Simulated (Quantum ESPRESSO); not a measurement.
**GaP (F-43m): phonon deformation potentials, worked out**

Wanted: the shift of the optical mode of GaP (F-43m) in a strained (001) layer.

Program: Quantum ESPRESSO 7.5. Level of theory: DFT LDA, scalar-relativistic, plane waves, PseudoDojo norm-conserving pseudopotentials. Results are calculated unless marked as measured.

## (1) The relaxed structure

Symmetry: F-43m, No. 216, cubic system. Conventional cell: a = 5.387 Å, b = 5.387 Å, c = 5.387 Å, α = 90.00°, β = 90.00°, γ = 90.00°. Ga has 4 P at 2.33 Å nearest. P has 4 Ga at 2.33 Å nearest. Farther neighbours are not listed.

Coordinates:

```cif
data_structure
_symmetry_space_group_name_H-M 'P 1'
_symmetry_Int_Tables_number 1
_cell_length_a 3.8094
_cell_length_b 3.8094
_cell_length_c 3.8094
_cell_angle_alpha 60.000
_cell_angle_beta 60.000
_cell_angle_gamma 60.000
_cell_volume 39.09
loop_
_atom_site_label
_atom_site_type_symbol
_atom_site_fract_x
_atom_site_fract_y
_atom_site_fract_z
_atom_site_occupancy
Ga1 Ga 0.00000 0.00000 0.00000 1
P2 P 0.25000 0.25000 0.25000 1
```

This is the cell after its relaxation at this level of theory, not the database cell from which that began.

## (2) Uniaxial strain

The relaxed cell is stretched along z alone. This keeps all atoms on sites fixed by symmetry and splits the threefold mode into a singlet, polarised along z, and a doublet. The macroscopic field is left out, so these are transverse modes. Cutoff 88 Ry, k mesh 8×8×8.

From the response at ε_zz = 0.01:

The program printed:

```text
[banners, grids, parts of the stress and lines that vanish by symmetry left out]
Program PHONON v.7.5
     Reading xml data from directory:

[...]
Exchange-correlation= PW
                           (   1   4   0   0   0   0   0)
[...]
kinetic-energy cut-off    =      88.0000  Ry
     charge density cut-off    =     352.0000  Ry
     convergence threshold     =      1.0E-18
[...]
Exchange-correlation= PW
                           (   1   4   0   0   0   0   0)
[...]
q = (   0.0000000   0.0000000   0.0000000 )
      9 Sym.Ops. (with q -> -q+G )
     G cutoff =  466.7015  (  29787 G-vectors)     FFT grid: ( 45, 45, 45)
     number of k points=    59
[...]
Mode symmetry, D_2d (-42m) point group:
[...]
Representation #   1 mode #   1
[...]
End of self-consistent calculation
     Convergence has been achieved
     Representation #   2 mode #   2
[...]
End of self-consistent calculation
     Convergence has been achieved
     Representation #   3 modes #   3   4
[...]
End of self-consistent calculation
     Convergence has been achieved
     Representation #   4 modes #   5   6
[...]
End of self-consistent calculation
     Convergence has been achieved
[...]
q = (    0.000000000   0.000000000   0.000000000 )
[...]
freq (    1) =      -0.068389 [THz] =      -2.281212 [cm-1]
     freq (    2) =      -0.068389 [THz] =      -2.281212 [cm-1]
     freq (    3) =      -0.067585 [THz] =      -2.254385 [cm-1]
     freq (    4) =      10.812576 [THz] =     360.668720 [cm-1]
     freq (    5) =      10.812576 [THz] =     360.668720 [cm-1]
     freq (    6) =      10.825128 [THz] =     361.087417 [cm-1]
[...]
Mode symmetry, D_2d (-42m) point group:
     freq (   1-   1) =         -2.3  [cm-1]   --> B_2  X_3  W_2   I+R
     freq (   2-   3) =         -2.3  [cm-1]   --> E    X_5  W_3   I+R
     freq (   4-   5) =        360.7  [cm-1]   --> E    X_5  W_3   I+R
     freq (   6-   6) =        361.1  [cm-1]   --> B_2  X_3  W_2   I+R

   JOB DONE.
```

```csv
ε_zz,singlet (cm⁻¹),doublet (cm⁻¹),σ_zz (GPa),σ_xx (GPa)
-0.01,369.31,369.94,-1.444,-0.665
-0.005,367.31,367.60,-0.719,-0.327
0,365.28,365.28,-0.001,-0.001
0.005,363.21,362.97,0.708,0.312
0.01,361.09,360.67,1.410,0.612
```

Stress is counted positive in tension.

## (3) The fit

To first order ω² − ω₀² = p ε_zz + q (ε_xx + ε_yy) for the mode along z, and likewise for x and y. With ε_zz alone the singlet gives p and the doublet q.

The linear terms of parabolas through ω² are p = -2.25 ω₀² and q = -2.54 ω₀², with ω₀ = 365.3 cm⁻¹. Those of the stresses are C11 = 143 GPa and C12 = 64 GPa. Under hydrostatic strain p and q imply γ = −(p + 2q)/(6 ω₀²) = 1.22.

A layer held to an in-plane strain ε and free along z takes ε_zz = −2 (C12/C11) ε = -0.895 ε. To first order the singlet then shifts by (q − p C12/C11) ε / ω₀ = -559 ε cm⁻¹. For ε = -0.006, ε_zz = 0.00537, the formulas for ω² predict 368.62 cm⁻¹ for the singlet and 368.03 cm⁻¹ for the doublet.

## (4) A biaxially strained cell

This run was no part of the fit.

The program printed:

```text
[banners, grids, parts of the stress and lines that vanish by symmetry left out]
[banner, memory and clock lines left out]
Program PHONON v.7.5

[...]
Exchange-correlation= PW
                           (   1   4   0   0   0   0   0)
[...]
kinetic-energy cut-off    =      88.0000  Ry
     charge density cut-off    =     352.0000  Ry
     convergence threshold     =      1.0E-18
[...]
Exchange-correlation= PW
                           (   1   4   0   0   0   0   0)
[...]
q = (   0.0000000   0.0000000   0.0000000 )
      9 Sym.Ops. (with q -> -q+G )
     G cutoff =  461.7817  (  29235 G-vectors)     FFT grid: ( 45, 45, 45)
     number of k points=    59
[...]
Mode symmetry, D_2d (-42m) point group:
[...]
Representation #   1 mode #   1
[...]
End of self-consistent calculation
     Convergence has been achieved
     Representation #   2 mode #   2
[...]
End of self-consistent calculation
     Convergence has been achieved
     Representation #   3 modes #   3   4
[...]
End of self-consistent calculation
     Convergence has been achieved
     Representation #   4 modes #   5   6
[...]
End of self-consistent calculation
     Convergence has been achieved
[...]
q = (    0.000000000   0.000000000   0.000000000 )
[...]
freq (    1) =       0.054953 [THz] =       1.833050 [cm-1]
     freq (    2) =       0.054953 [THz] =       1.833050 [cm-1]
     freq (    3) =       0.056034 [THz] =       1.869081 [cm-1]
     freq (    4) =      11.031488 [THz] =     367.970838 [cm-1]
     freq (    5) =      11.031488 [THz] =     367.970838 [cm-1]
     freq (    6) =      11.051760 [THz] =     368.647042 [cm-1]
[...]
Mode symmetry, D_2d (-42m) point group:
     freq (   1-   1) =          1.8  [cm-1]   --> B_2  X_3  W_2   I+R
     freq (   2-   3) =          1.8  [cm-1]   --> E    X_5  W_3   I+R
     freq (   4-   5) =        368.0  [cm-1]   --> E    X_5  W_3   I+R
     freq (   6-   6) =        368.6  [cm-1]   --> B_2  X_3  W_2   I+R
```

```csv
mode,predicted (cm⁻¹),run (cm⁻¹)
singlet,368.62,368.65
doublet,368.03,367.97
```

The stress along z is 0.002 GPa and that in the plane -0.915 GPa; the unstrained cell carries -0.001 GPa.

## (5) What came out

```
p (in units of the squared frequency)           : -2.249
q (same units)                                  : -2.537
shift of the singlet per unit of biaxial strain : -559 cm⁻¹
C11 and C12                                     : 143 and 64 GPa
```

In words: To first order, one per cent of tensile biaxial strain moves the singlet of GaP (F-43m) by -5.6 cm⁻¹ and the doublet by -4.6 cm⁻¹; the formulas miss the test run by up to 0.06 cm⁻¹. In backscattering from (001) the mode polarised along z is the one seen in diamond and zinc-blende crystals; in a polar crystal it is the LO mode, whose potentials differ somewhat from these. The third potential, r, needs shear strain and a relaxation of the atoms, which was not run. These are harmonic values at zero temperature.

[Host names and launcher messages were left out of these logs when they were recorded.]

[Logs are printed without paths, hosts, clocks, repeated set-up lines and the standing remarks that a program may print on its own settings, such as how far it seeks lower states.]

[Hosts, paths, dates, database ids (printed as entryN), source tags and the programs' standing remarks are cut or masked in the printed files.]
